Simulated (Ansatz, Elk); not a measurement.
## How far do independent atoms describe HgW2I2O2?

The structure of HgW2I2O2 used here is made up (a known structure type with other elements) and was relaxed beforehand with r2SCAN. The aim is the Fourier transform of its all-electron density, F(hkl), set beside the sum over free spherical atoms that refinements use.

Program: Elk 11.2.3 (patched build). Level of theory: DFT, PBE, all-electron APW+lo, Dirac cores, scalar-relativistic bands, static density, no spin. Results are calculated unless marked as measured.

The structure was built from a prototype and need not be the compound's stable phase.

### Step 1. Starting point

Symmetry: C2/m, No. 12, monoclinic system. The conventional cell has a = 11.209 Å, b = 3.378 Å, c = 10.798 Å, α = 90.00°, β = 111.71°, γ = 90.00°. Nearest to Hg lie 2 Hg at 3.38 Å. Nearest to W lie 3 O at 1.96 to 2.70 Å and 1 W at 2.33 Å and 2 I at 2.81 Å. I has 2 W at 2.81 Å nearest. Nearest to O lie 2 W at 1.96 Å. Farther neighbours and most contacts between anions are not listed.

Structure file:

```cif
data_structure
_symmetry_space_group_name_H-M 'P 1'
_symmetry_Int_Tables_number 1
_cell_length_a 10.2998
_cell_length_b 10.2998
_cell_length_c 12.3569
_cell_angle_alpha 151.886
_cell_angle_beta 151.886
_cell_angle_gamma 18.876
_cell_volume 189.93
loop_
_atom_site_label
_atom_site_type_symbol
_atom_site_fract_x
_atom_site_fract_y
_atom_site_fract_z
_atom_site_occupancy
Hg1 Hg 0.00000 0.00000 0.50000 1
W2 W 0.91284 0.91284 0.80284 1
W3 W 0.08716 0.08716 0.19716 1
I4 I 0.43593 0.43593 0.11799 1
I5 I 0.56407 0.56407 0.88201 1
O6 O 0.30717 0.30717 0.66685 1
O7 O 0.69283 0.69283 0.33315 1
```

### Step 2. Ground state and structure factors

An all-electron density is needed, since X-rays see the cores too. Task 0 finds the density and task 195 Fourier-transforms it; tshift is off so that phases refer to the origin typed.

File elk.in:

```
tasks
  0
  195

xctype
  20

spinpol
  .false.

rgkmax
  7.0

gmaxvr
  14.0

lmaxo
  7

lmaxapw
  8

swidth
  0.002

tshift
  .false.

ramdisk
  .false.

hmaxvr
  5.5

maxscl
  120

epspot
  1e-06

sppath
  './'

avec
  18.69194449248 -3.19164726403 -4.38927082168
  18.69194449248 3.19164726403 -4.38927082168
  -17.93508718091 -0.00000000000 14.95342828560

atoms
  4
  'Hg.in'
  1
  0.0000000000 0.0000000000 0.5000000000   0.000000 0.000000 0.000000
  'W.in'
  2
  0.9128396339 0.9128396339 0.8028441430   0.000000 0.000000 0.000000
  0.0871603661 0.0871603661 0.1971558570   0.000000 0.000000 0.000000
  'I.in'
  2
  0.4359327386 0.4359327386 0.1179943345   0.000000 0.000000 0.000000
  0.5640672614 0.5640672614 0.8820056655   0.000000 0.000000 0.000000
  'O.in'
  2
  0.3071700699 0.3071700699 0.6668457244   0.000000 0.000000 0.000000
  0.6928299301 0.6928299301 0.3331542756   0.000000 0.000000 0.000000

ngridk
  7 7 4
```

The run is started by

```bash
$ OMP_NUM_THREADS=4 elk
```

Numbers of over 12 decimals in the logs are rounded to 6 here.

What it wrote:

```text
┌─────────────────────────┐
│ Elk code version 11.2.3 │
└─────────────────────────┘

All units are atomic (Hartree, Bohr, etc.)

┌─────────────────────────────────────────────────┐
│ Ground-state run starting from atomic densities │
└─────────────────────────────────────────────────┘

Lattice vectors :
   18.69194449      -3.191647264      -4.389270822
   18.69194449       3.191647264      -4.389270822
  -17.93508718      -0.000000000       14.95342829

Reciprocal lattice vectors :
  0.2339675946     -0.9843169980      0.2806198771
  0.2339675946      0.9843169980      0.2806198771
  0.1373527350      0.2722559430E-16  0.5849239664

Unit cell volume      :    1281.680622
Brillouin zone volume :   0.1935351204

Muffin-tin inner radius fraction :   0.1000000000E-01

Nuclei treated as point charges

Species : 1 (Hg)
 parameters loaded from : Hg.in
 name : mercury
 nuclear charge    :   -80.00000000
 electronic charge :    80.00000000
 atomic mass :    365653.2015
 muffin-tin radius :    2.800000000
 number of radial points in muffin-tin :   1393
 inner part over the whole radius :   0.9911313582E-02
 number on inner part of muffin-tin    :   1000
 approximate nuclear radius :   0.1038385165E-03
 number of mesh points to nuclear radius :    524
 atomic positions (lattice), magnetic fields (Cartesian) :
  1 :   0.00000000  0.00000000  0.50000000    0.00000000  0.00000000  0.00000000

Species : 2 (W)
 parameters loaded from : W.in
 name : tungsten
 nuclear charge    :   -74.00000000
 electronic charge :    74.00000000
 atomic mass :    335119.8193
 muffin-tin radius :    1.997683989
 number of radial points in muffin-tin :   1393
 inner part over the whole radius :   0.9942049877E-02
 number on inner part of muffin-tin    :    991
 approximate nuclear radius :   0.1010025921E-03
 number of mesh points to nuclear radius :    531
 atomic positions (lattice), magnetic fields (Cartesian) :
  1 :  -0.08716037 -0.08716037 -0.19715586    0.00000000  0.00000000  0.00000000
  2 :   0.08716037  0.08716037  0.19715586    0.00000000  0.00000000  0.00000000

Species : 3 (I)
 parameters loaded from : I.in
 name : iodine
 nuclear charge    :   -53.00000000
 electronic charge :    53.00000000
 atomic mass :    231332.6972
 muffin-tin radius :    2.600000000
 number of radial points in muffin-tin :   1193
 inner part over the whole radius :   0.9964907323E-02
 number on inner part of muffin-tin    :    851
 approximate nuclear radius :   0.9002358621E-04
 number of mesh points to nuclear radius :    431
 atomic positions (lattice), magnetic fields (Cartesian) :
  1 :   0.43593274  0.43593274  0.11799433    0.00000000  0.00000000  0.00000000
  2 :  -0.43593274 -0.43593274 -0.11799433    0.00000000  0.00000000  0.00000000

Species : 4 (O)
 parameters loaded from : O.in
 name : oxygen
 nuclear charge    :   -8.000000000
 electronic charge :    8.000000000
 atomic mass :    29165.12205
 muffin-tin radius :    1.652802538
 number of radial points in muffin-tin :    593
 inner part over the whole radius :   0.9977277512E-02
 number on inner part of muffin-tin    :    407
 approximate nuclear radius :   0.5115538663E-04
 number of mesh points to nuclear radius :    174
 atomic positions (lattice), magnetic fields (Cartesian) :
  1 :   0.30717007  0.30717007 -0.33315428    0.00000000  0.00000000  0.00000000
  2 :  -0.30717007 -0.30717007  0.33315428    0.00000000  0.00000000  0.00000000

Total number of atoms per unit cell :    7
Total muffin-tin volume :    343.8099826
 ratio of muffin-tin to unit cell volume :   0.2682493413

Spin treatment :
 spin-unpolarised

Number of Bravais lattice symmetries :    4
Number of crystal symmetries         :    4
Crystal has inversion symmetry
Real symmetric eigensolver will be used

k-point grid :      7     7     4
k-point offset :    0.000000000       0.000000000       0.000000000
k-point set is reduced with full crystal symmetry group
Total number of k-points :       60

Muffin-tin radius times maximum |G+k| :    7.000000000
[...]
total energy                :     -66385.372716523

Density of states at Fermi energy :    20.13127462
 (states/Hartree/unit cell)

Estimated indirect band gap :   0.3399248672E-02
 from k-point 14 to k-point 58
Estimated direct band gap   :   0.9090958404E-02
 at k-point 14

Charges :
 core                        :    230.0000000
 valence                     :    120.0000000
 interstitial                :    14.35974041
 muffin-tins (core leakage)
  species : 1 (Hg)
[...]
species : 2 (W)
[...]
species : 3 (I)
[...]
species : 4 (O)
[...]
total in muffin-tins        :    335.6402596
 total calculated charge     :    350.0006114
 total charge                :    350.0000000
 error                       :   0.6113870127E-03

RMS change in Kohn-Sham potential (target) :   0.6714511350     (  0.1000000000E-05)
Absolute change in total energy (target)   :   0.2880015841     (  0.1000000000E-03)

[... loops 3 to 17 left out ...]

┌──────────────────┐
│ Loop number : 18 │
└──────────────────┘

Energies :
 Fermi                       :     0.173647
 sum of occupied eigenvalues :     -40699.474523703
 electron kinetic            :      74360.204206277
 core electron kinetic       :      72458.885705415
 Coulomb                     :     -139337.89706910
 Coulomb potential           :     -113222.81881883
 nuclear-nuclear             :     -4377.2525006440
 electron-nuclear            :     -156769.50344548
 Hartree                     :      21808.858877029
 Madelung                    :     -82726.487659682
 xc potential                :     -1836.8599111472
 exchange                    :     -1384.6984403814
 correlation                 :     -20.161443762129
 electron entropic           :    -0.68218842912297E-04
 total energy                :     -66382.552815184

Density of states at Fermi energy :    2.692858733
 (states/Hartree/unit cell)

Estimated indirect band gap :   0.1622998147E-01
 from k-point 14 to k-point 33
Estimated direct band gap   :   0.1895442741E-01
 at k-point 14

Charges :
 core                        :    230.0000000
 valence                     :    120.0000000
 interstitial                :    14.42747104
 muffin-tins (core leakage)
  species : 1 (Hg)
[...]
species : 2 (W)
[...]
species : 3 (I)
[...]
species : 4 (O)
[...]
total in muffin-tins        :    335.5725290
 total calculated charge     :    350.0003387
 total charge                :    350.0000000
 error                       :   0.3386639439E-03

RMS change in Kohn-Sham potential (target) :   0.4339991909E-06 (  0.1000000000E-05)
Absolute change in total energy (target)   :   0.4010212433E-04 (  0.1000000000E-03)

Convergence targets achieved

┌──────────────────┐
│ Loop number : 19 │
└──────────────────┘

Energies :
 Fermi                       :     0.173647
 sum of occupied eigenvalues :     -40699.474475524
 electron kinetic            :      74360.204238269
 core electron kinetic       :      72458.885732288
 Coulomb                     :     -139337.89706338
 Coulomb potential           :     -113222.81880923
 nuclear-nuclear             :     -4377.2525006440
 electron-nuclear            :     -156769.50344072
 Hartree                     :      21808.858877982
 Madelung                    :     -82726.487658760
 xc potential                :     -1836.8599045593
 exchange                    :     -1384.6984406506
 correlation                 :     -20.161443764824
 electron entropic           :    -0.68218880000361E-04
 total energy                :     -66382.552777742

Density of states at Fermi energy :    2.692859708
 (states/Hartree/unit cell)

Estimated indirect band gap :   0.1622997493E-01
 from k-point 14 to k-point 33
Estimated direct band gap   :   0.1895442514E-01
 at k-point 14

Charges :
 core                        :    230.0000000
 valence                     :    120.0000000
 interstitial                :    14.42747049
 muffin-tins (core leakage)
  species : 1 (Hg)
[...]
species : 2 (W)
[...]
species : 3 (I)
[...]
atom 2                    :    50.99106909     (  0.2008329700E-03)
  species : 4 (O)
   atom 1                    :    7.316629633     ( -0.2159433352E-06)
   atom 2                    :    7.316629633     ( -0.2159433352E-06)
 total in muffin-tins        :    335.5725295
 total calculated charge     :    350.0003387
 total charge                :    350.0000000
 error                       :   0.3386644656E-03

┌──────────────────────────────┐
│ Self-consistent loop stopped │
└──────────────────────────────┘

Warning : core states of species 3 leak from the muffin-tin :   0.2008329700E-03

Wrote STATE.OUT
```

Run time: 3.7 min. Hardware: 4 threads of INTEL XEON PLATINUM 8581C at 2.10GHz (Emerald Rapids), shared host; peak memory 0.65 GiB; 12 min of CPU time.

SFACRHO.OUT:

```text

h k l indices transformed by vhmat matrix:
   1.000000000       0.000000000       0.000000000    
   0.000000000       1.000000000       0.000000000    
   0.000000000       0.000000000       1.000000000    

      h      k      l  multipl.   |H|            Re(F)            Im(F)           |F|

      0      0      0      1   0.0000000       350.00000      0.90553772E-15   350.00000    
     -1     -1      1      2  0.33142978       82.621750      0.88934459E-14   82.621750    
      0      0     -1      2  0.60083427       35.330123     -0.46690591E-13   35.330123    
     -1     -1      2      2  0.63854651       35.041166     -0.11116807E-13   35.041166    
      2      2     -2      2  0.66285957       123.39528      0.18342732E-13   123.39528    
      1      1      0      2  0.73072115       195.18721      0.20566094E-13   195.18721    
      2      2     -3      2  0.82108030      -139.29488      0.31127060E-13   139.29488    
      2      2     -1      2  0.96259877      -72.540816      0.45023070E-13   72.540816    
      3      3     -3      2  0.99428935       48.701982      0.11561480E-12   48.701982    
     -1      0      1      4   1.0348021      -16.360918     -0.42799708E-13   16.360918    
      1      0      0      4   1.0499373       95.692579     -0.26124497E-13   95.692579    
      3      3     -4      2   1.0771701       120.01141     -0.13451337E-12   120.01141    
     -2     -1      2      4   1.1220311       226.76423      0.77817651E-13   226.76423    
     -1     -2      1      4   1.1634486       80.535282     -0.25012816E-13   80.535282    
     -1     -1      3      2   1.1948394      -276.00584     -0.96716224E-13   276.00584    
      0      0     -2      2   1.2016685      -28.914994      0.13896009E-13   28.914994    
     -3     -3      2      2   1.2405365       81.772071      0.92061061E-14   81.772071    
     -2     -2      4      2   1.2770930      -70.563363      0.56139877E-13   70.563363
```

Elk indexes on the primitive cell of elk.in and gives |H| = 4π sin θ/λ in inverse bohr. Below, one row stands for each form hkl of the conventional cell (m members, Friedel mates merged), F is for one primitive cell and the density is static (no thermal factor). Free-atom factors are Waasmaier and Kirfel's, and R is Σm||F|−|F'||/Σm|F|.

```csv
hkl,m,sin θ/λ (Å⁻¹),"abs F, DFT",neutral atoms,diff.
001,2,0.050,82.622,82.456,+0.165
2 0 -1,2,0.090,35.330,35.268,+0.062
200,2,0.096,35.041,34.883,+0.158
002,2,0.100,123.395,123.281,+0.114
2 0 -2,2,0.110,195.187,195.125,+0.062
201,2,0.123,139.295,139.478,-0.183
2 0 -3,2,0.145,72.541,72.406,+0.134
003,2,0.149,48.702,48.499,+0.203
110,4,0.156,16.361,16.076,+0.285
1 1 -1,4,0.158,95.693,95.941,-0.249
202,2,0.162,120.011,119.656,+0.355
111,4,0.169,226.764,227.068,-0.304
1 1 -2,4,0.175,80.535,80.246,+0.289
4 0 -1,2,0.180,276.006,276.514,-0.508
4 0 -2,2,0.181,28.915,29.271,-0.356
2 0 -4,2,0.187,81.772,82.285,-0.513
400,2,0.192,70.563,70.901,-0.338
112,4,0.194,29.315,29.698,-0.383
```

### Step 3. The highest occupied states alone

An energy window below the Fermi level keeps the highest occupied states, to see at which angles they scatter; shallow core shells can lie inside it and anion s states outside. No new self-consistency is needed.

elk.in, as its differences from that of step 2:

```diff
@@ -1,3 +1,2 @@
 tasks
-  0
   195
@@ -40,2 +39,5 @@
 
+wsfac
+  -0.193850 0.473650
+
 sppath
```

The run is started by

```bash
$ OMP_NUM_THREADS=4 elk
```

What it wrote:

```text
┌─────────────────────────────────┐
│ Elk code version 11.2.3 started │
└─────────────────────────────────┘

Info(readinput): the functional depends on the density's gradient
 muffin-tin radial points multiplied by    2.00000
 (not where nrmtscf is given)

┌────────────────────┐
│ Current task : 195 │
└────────────────────┘
Info(checkmt): changed muffin-tin radius of species 2 (W) from   2.8000 to   1.9977
Info(checkmt): changed muffin-tin radius of species 4 (O) from   1.8000 to   1.6528

Info(sfacrho): density structure factors written to SFACRHO.OUT

 Energy window :  -0.1938500000      0.4736500000

┌──────────────────┐
│ Elk code stopped │
└──────────────────┘
```

Elapsed: 26 s, on 4 threads; peak memory 0.38 GiB; 37 s of CPU time.

States within 10 eV below the Fermi level hold 42.00 electrons; any levels below the window count with the cores. Their amplitudes can exceed the total, where window and core parts have opposite phase:

```csv
hkl,sin θ/λ (Å⁻¹),"abs F, window","abs F, all"
001,0.050,6.529,82.622
2 0 -1,0.090,6.048,35.330
200,0.096,5.479,35.041
002,0.100,15.693,123.395
2 0 -2,0.110,10.042,195.187
201,0.123,10.133,139.295
2 0 -3,0.145,13.280,72.541
003,0.149,0.086,48.702
110,0.156,8.943,16.361
1 1 -1,0.158,5.115,95.693
```

### Step 4. Another functional

The difference from free atoms is small, so it is set against the change that PBEsol makes.

elk.in, as its differences from that of step 3:

```diff
@@ -1,2 +1,3 @@
 tasks
+  0
   195
@@ -4,3 +5,3 @@
 xctype
-  20
+  22
 
@@ -39,5 +40,2 @@
 
-wsfac
-  -0.193850 0.473650
-
 sppath
```

The run is started by

```bash
$ OMP_NUM_THREADS=4 elk
```

What it wrote:

```text
┌─────────────────────────┐
│ Elk code version 11.2.3 │
└─────────────────────────┘

All units are atomic (Hartree, Bohr, etc.)

┌─────────────────────────────────────────────────┐
│ Ground-state run starting from atomic densities │
└─────────────────────────────────────────────────┘

Lattice vectors :
   18.69194449      -3.191647264      -4.389270822
   18.69194449       3.191647264      -4.389270822
  -17.93508718      -0.000000000       14.95342829

Reciprocal lattice vectors :
  0.2339675946     -0.9843169980      0.2806198771
[...]
species : 2 (W)
[...]
species : 3 (I)
[...]
species : 4 (O)
   atom 1                    :    7.295256348     ( -0.2137095065E-06)
   atom 2                    :    7.295256348     ( -0.2137095065E-06)
 total in muffin-tins        :    335.5018744
 total calculated charge     :    350.0003298
 total charge                :    350.0000000
 error                       :   0.3297583356E-03

┌──────────────────────────────┐
│ Self-consistent loop stopped │
└──────────────────────────────┘

Warning : core states of species 3 leak from the muffin-tin :   0.2027055616E-03

Wrote STATE.OUT
[key lines of the parts left out:]
total energy                :     -66361.278113143
```

The job ended after 3.5 min (4 threads; peak memory 0.66 GiB).

Against the first run R = 0.02 %; the largest change is -0.053 at 3 1 -1.

### Step 5. A coarser k-mesh

About half the k-points along each axis test the sampling.

elk.in, as its differences from that of step 4:

```diff
@@ -5,3 +5,3 @@
 xctype
-  22
+  20
 
@@ -67,2 +67,2 @@
 ngridk
-  7 7 4
+  4 4 2
```

The run is started by

```bash
$ OMP_NUM_THREADS=4 elk
```

What it wrote:

```text
┌─────────────────────────┐
│ Elk code version 11.2.3 │
└─────────────────────────┘

All units are atomic (Hartree, Bohr, etc.)

┌─────────────────────────────────────────────────┐
│ Ground-state run starting from atomic densities │
└─────────────────────────────────────────────────┘

Lattice vectors :
   18.69194449      -3.191647264      -4.389270822
   18.69194449       3.191647264      -4.389270822
  -17.93508718      -0.000000000       14.95342829

Reciprocal lattice vectors :
  0.2339675946     -0.9843169980      0.2806198771
[...]
species : 2 (W)
[...]
species : 3 (I)
[...]
species : 4 (O)
   atom 1                    :    7.317475630     ( -0.2159347354E-06)
   atom 2                    :    7.317475630     ( -0.2159347354E-06)
 total in muffin-tins        :    335.5849025
 total calculated charge     :    350.0003354
 total charge                :    350.0000000
 error                       :   0.3354369818E-03

┌──────────────────────────────┐
│ Self-consistent loop stopped │
└──────────────────────────────┘

Warning : core states of species 3 leak from the muffin-tin :   0.2009386566E-03

Wrote STATE.OUT
[key lines of the parts left out:]
total energy                :     -66382.545533075
```

It took 1.8 min on 4 threads; peak memory 0.63 GiB.

Against the first run R = 0.01 %; the largest change is -0.044 at 020.

### Step 6. Settings against the effect

```csv
run,R against the first run (%),"R against neutral atoms, low angle (%)",wall time
"PBE, rgkmax 7",0.00,0.41,3.7 min
PBEsol,0.02,0.40,3.5 min
k-mesh 4×4×2,0.01,0.42,1.8 min
```

### Step 7. Outcome

```
R against neutral atoms, sin θ/λ < 0.3 Å⁻¹ : 0.41 %
R against neutral atoms, 0.3 to 0.42 Å⁻¹   : 0.20 %
```

What this shows: Independent neutral atoms miss the calculated amplitudes by R = 0.41 % below 0.3 Å⁻¹ and 0.20 % from there to 0.42 Å⁻¹; by shells, 0.15 % below 0.15 Å⁻¹ (8 forms), 0.44 % 0.15 to 0.3 (50 forms), 0.20 % 0.3 to 0.45 (91 forms). Bonding, aspherical density and the tables' own atoms all enter these figures, and the runs don't part them. The largest change of an amplitude is -0.86 electrons, at 310. Below 0.3 Å⁻¹ the changes that finished (PBEsol and k-mesh 4×4×2) move F by R = 0.02 % at most, against the 0.41 % that separates it from free atoms. The basis has no finished test. These runs have no spin, though d or f shells may be open. Spin-orbit coupling is left out, which can matter for elements this heavy. Part of the difference isn't bonding: the tables are fits to free atoms and ions calculated by other methods than this functional. Thermal motion, anomalous dispersion and extinction are left out.

[Logs are printed without paths, hosts, clocks, repeated set-up lines and the standing remarks that a program may print on its own settings, such as how far it seeks lower states.]

[Hosts, paths, dates, database ids (printed as entryN), source tags and the programs' standing remarks are cut or masked in the printed files.]
